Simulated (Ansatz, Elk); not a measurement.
## Bonding as seen by X-rays: SrIrS3

The structure of SrIrS3 used here is made up (a known structure type with other elements) and was relaxed beforehand with PBE. The aim is the Fourier transform of its all-electron density, F(hkl), set beside the sum over free spherical atoms that refinements use.

Main program and level: Elk 11.2.3 (patched build); DFT, PBE, all-electron APW+lo, Dirac cores, scalar-relativistic bands, static density, no spin.

This account leaves out most program logs.

The structure was built from a prototype and need not be the compound's stable phase.

### Step 1. The starting structure

Symmetry: Pm-3m, No. 221, cubic system. The conventional cell has a = 4.763 Å, b = 4.763 Å, c = 4.763 Å, α = 90.00°, β = 90.00°, γ = 90.00°. Nearest to Ir lie 6 S at 2.38 Å. Sr has 12 S at 3.37 Å nearest. Nearest to S lie 2 Ir at 2.38 Å and 4 Sr at 3.37 Å. Farther neighbours and most contacts between anions are not listed.

### Step 2. Ground state and structure factors

An all-electron density is needed, since X-rays see the cores too. Task 0 finds the density and task 195 Fourier-transforms it; tshift is off so that phases refer to the origin typed.

Contents of elk.in:

```
tasks
  0
  195

xctype
  20

spinpol
  .false.

rgkmax
  7.0

gmaxvr
  14.0

lmaxo
  7

lmaxapw
  8

swidth
  0.002

tshift
  .false.

ramdisk
  .false.

hmaxvr
  5.5

maxscl
  120

epspot
  1e-06

sppath
  './'

avec
  9.00041853222 0.00000000000 -0.00000000000
  0.00000000000 9.00041853222 0.00000000000
  -0.00000000000 0.00000000000 9.00041853222

atoms
  3
  'Ir.in'
  1
  0.5000000000 0.5000000000 0.5000000000   0.000000 0.000000 0.000000
  'Sr.in'
  1
  -0.0000000000 -0.0000000000 -0.0000000000   0.000000 0.000000 0.000000
  'S.in'
  3
  0.5000000000 0.5000000000 0.0000000000   0.000000 0.000000 0.000000
  0.5000000000 0.0000000000 0.5000000000   0.000000 0.000000 0.000000
  -0.0000000000 0.5000000000 0.5000000000   0.000000 0.000000 0.000000

ngridk
  5 5 5
```

The run is started by

```console
OMP_NUM_THREADS=4 elk
```

Run time: 19 s. Hardware: 4 threads of Intel Xeon 6975P-C (Granite Rapids), shared host; peak memory 0.22 GiB; 40 s of CPU time.

SFACRHO.OUT:

```text

h k l indices transformed by vhmat matrix:
   1.000000000       0.000000000       0.000000000    
   0.000000000       1.000000000       0.000000000    
   0.000000000       0.000000000       1.000000000    

      h      k      l  multipl.   |H|            Re(F)            Im(F)           |F|

      0      0      0      1   0.0000000       163.00000      0.19191798E-15   163.00000    
      0     -1      0      6  0.69809924      -52.413464     -0.11039403E-13   52.413464    
     -1      0      1     12  0.98726141       88.667027     -0.13902483E-13   88.667027    
      1      1      1      8   1.2091433     -0.61372484      0.16342492E-13  0.61372484    
      0      0     -2      6   1.3961985       126.59807      0.20578788E-13   126.59807    
     -1      0     -2     24   1.5609973      -44.198173     -0.25151409E-13   44.198173    
     -1      1     -2     24   1.7099869       78.627776      0.61565520E-13   78.627776    
      2      2      0     12   1.9745228       111.02779     -0.37318588E-13   111.02779    
      2     -2      1     24   2.0942977      -40.137467      0.31147401E-13   40.137467    
      0      0      3      6   2.0942977      -40.035249      0.27894476E-13   40.035249    
     -3      1      0     24   2.2075836       71.615327      0.13736698E-13   71.615327    
     -1     -1     -3     24   2.3153332      -5.2423563     -0.22748168E-13   5.2423563    
      2     -2     -2      8   2.4182867       101.68682      0.17224526E-13   101.68682    
     -2     -3      0     24   2.5170326      -37.430862     -0.38162658E-13   37.430862    
     -2      1      3     48   2.6120482       66.485252     -0.20101900E-13   66.485252    
      4      0      0      6   2.7923969       94.936320     -0.32281523E-13   94.936320    
      3      2     -2     24   2.8783369      -35.329411      0.23078196E-13   35.329411    
     -4      0     -1     24   2.8783369      -35.312464     -0.32025928E-13   35.312464
```

Elk indexes on the primitive cell of elk.in and gives |H| = 4π sin θ/λ in inverse bohr. Below, one row stands for each form hkl of the conventional cell (m members, Friedel mates merged), F is for one primitive cell and the density is static (no thermal factor). Free-atom factors are Waasmaier and Kirfel's, and R is Σm||F|−|F'||/Σm|F|.

```
hkl   m  sin θ/λ (Å⁻¹)  abs F, DFT  neutral atoms   diff.
100   6          0.105      52.413         52.330  +0.084
110  12          0.148      88.667         88.825  -0.158
111   8          0.182       0.614          0.983  -0.369
200   6          0.210     126.598        126.539  +0.059
210  24          0.235      44.198         44.264  -0.065
211  24          0.257      78.628         78.645  -0.017
220  12          0.297     111.028        111.234  -0.206
221  24          0.315      40.138         40.245  -0.107
300   6          0.315      40.035         40.245  -0.209
310  24          0.332      71.615         71.694  -0.079
311  24          0.348       5.242          5.194  +0.049
222   8          0.364     101.687        101.816  -0.129
320  24          0.379      37.431         37.497  -0.066
321  48          0.393      66.485         66.512  -0.027
400   6          0.420      94.936         95.068  -0.132
322  24          0.433      35.329         35.326  +0.003
410  24          0.433      35.312         35.326  -0.014
411  24          0.445      62.446         62.445  +0.000
330  12          0.445      62.428         62.445  -0.017
331  24          0.458       5.057          4.955  +0.102
420  24          0.469      89.634         89.751  -0.117
421  48          0.481      33.523         33.513  +0.010
```

### Step 3. The highest occupied states alone

An energy window below the Fermi level keeps the highest occupied states, to see at which angles they scatter; shallow core shells can lie inside it and anion s states outside. No new self-consistency is needed.

Edit elk.in of step 2 so:

```diff
@@ -1,3 +1,2 @@
 tasks
-  0
   195
@@ -40,2 +39,5 @@
 
+wsfac
+  -0.216330 0.524670
+
 sppath
```

The run is started by

```console
OMP_NUM_THREADS=4 elk
```

Run time: 7.5 s. Hardware: 4 threads; peak memory 0.16 GiB.

States within 12 eV below the Fermi level hold 23.00 electrons; any levels below the window count with the cores. Their amplitudes can exceed the total, where window and core parts have opposite phase:

| hkl | sin θ/λ (Å⁻¹) | abs F, window | abs F, all |
| --- | --- | --- | --- |
| 100 | 0.105 | 8.544 | 52.413 |
| 110 | 0.148 | 2.127 | 88.667 |
| 111 | 0.182 | 1.031 | 0.614 |
| 200 | 0.210 | 5.143 | 126.598 |
| 210 | 0.235 | 2.394 | 44.198 |
| 211 | 0.257 | 1.079 | 78.628 |
| 220 | 0.297 | 1.069 | 111.028 |
| 221 | 0.315 | 0.567 | 40.138 |
| 300 | 0.315 | 0.221 | 40.035 |
| 310 | 0.332 | 0.260 | 71.615 |

### Step 4. Another try

In this try the input is made faulty on purpose, to show what that does.

The input is changed as shown.

Edit elk.in of step 3 so:

```diff
@@ -1,2 +1,3 @@
 tasks
+  0
   195
@@ -34,3 +35,3 @@
 maxscl
-  120
+  3
 
@@ -38,5 +39,2 @@
   1e-06
-
-wsfac
-  -0.216330 0.524670
```

The run is started by

```console
OMP_NUM_THREADS=4 elk
```

Run time: 10 s. Hardware: 4 threads; peak memory 0.21 GiB.

The fault put into the input: too few SCF loops.

### Step 5. Another functional

The difference from free atoms is small, so it is set against the change that LDA (Perdew-Wang) makes.

Edit elk.in of step 4 so:

```diff
@@ -5,3 +5,3 @@
 xctype
-  20
+  3
 
@@ -35,3 +35,3 @@
 maxscl
-  3
+  120
```

The run is started by

```console
OMP_NUM_THREADS=4 elk
```

The job ended after 12 s (4 threads; peak memory 0.17 GiB; 24 s of CPU time).

Against the first run R = 0.04 %; the largest change is +0.059 at 111.

### Step 6. A coarser k-mesh

About half the k-points along each axis test the sampling.

Edit elk.in of step 5 so:

```diff
@@ -5,3 +5,3 @@
 xctype
-  3
+  20
 
@@ -63,2 +63,2 @@
 ngridk
-  5 5 5
+  2 2 2
```

The run is started by

```console
OMP_NUM_THREADS=4 elk
```

Elapsed: 16 s, on 4 threads; peak memory 0.22 GiB.

Against the first run R = 0.08 %; the largest change is +0.212 at 300.

### Step 7. Settings against the effect

```csv
run,R against the first run (%),"R against neutral atoms, low angle (%)",wall time
"PBE, rgkmax 7",0.00,0.16,19 s
LDA (Perdew-Wang),0.04,0.15,12 s
k-mesh 2×2×2,0.08,0.21,16 s
```

### Step 8. Results

| Property | Result |
| --- | --- |
| R against neutral atoms, sin θ/λ < 0.3 Å⁻¹ | 0.16 % |
| R against neutral atoms, 0.3 to 0.83 Å⁻¹ | 0.14 % |

In words: Independent neutral atoms miss the calculated amplitudes by R = 0.16 % below 0.3 Å⁻¹ and 0.14 % from there to 0.83 Å⁻¹; by shells, 0.17 % below 0.15 Å⁻¹ (2 forms), 0.15 % 0.15 to 0.3 (5 forms), 0.10 % 0.3 to 0.45 (12 forms), 0.14 % above 0.45 (59 forms). Bonding, aspherical density and the tables' own atoms all enter these figures, and the runs don't part them. The largest change of an amplitude is -0.37 electrons, at 111. Weak lines can change much in proportion: 111 goes from 0.98 to 0.61. The window's part falls from 23.0 electrons at the origin to at most 0.40 between 0.45 and 0.83 Å⁻¹. Below 0.3 Å⁻¹ the changes that finished (LDA (Perdew-Wang) and k-mesh 2×2×2) move F by R = 0.06 % at most, against the 0.16 % that separates it from free atoms, so the difference from free atoms is only partly resolved. A single amplitude moves by up to 0.21 electrons, against 0.37 for the largest difference from free atoms. The basis has no finished test. These runs have no spin, though d or f shells may be open. The electron count is odd, so without spin the run is a metal by force. Spin-orbit coupling is left out, which can matter for elements this heavy. Part of the difference isn't bonding: the tables are fits to free atoms and ions calculated by other methods than this functional. Thermal motion, anomalous dispersion and extinction are left out.

[Logs are printed without paths, hosts, clocks, repeated set-up lines and the standing remarks that a program may print on its own settings, such as how far it seeks lower states.]

[Hosts, paths, dates, database ids (printed as entryN), source tags and the programs' standing remarks are cut or masked in the printed files.]
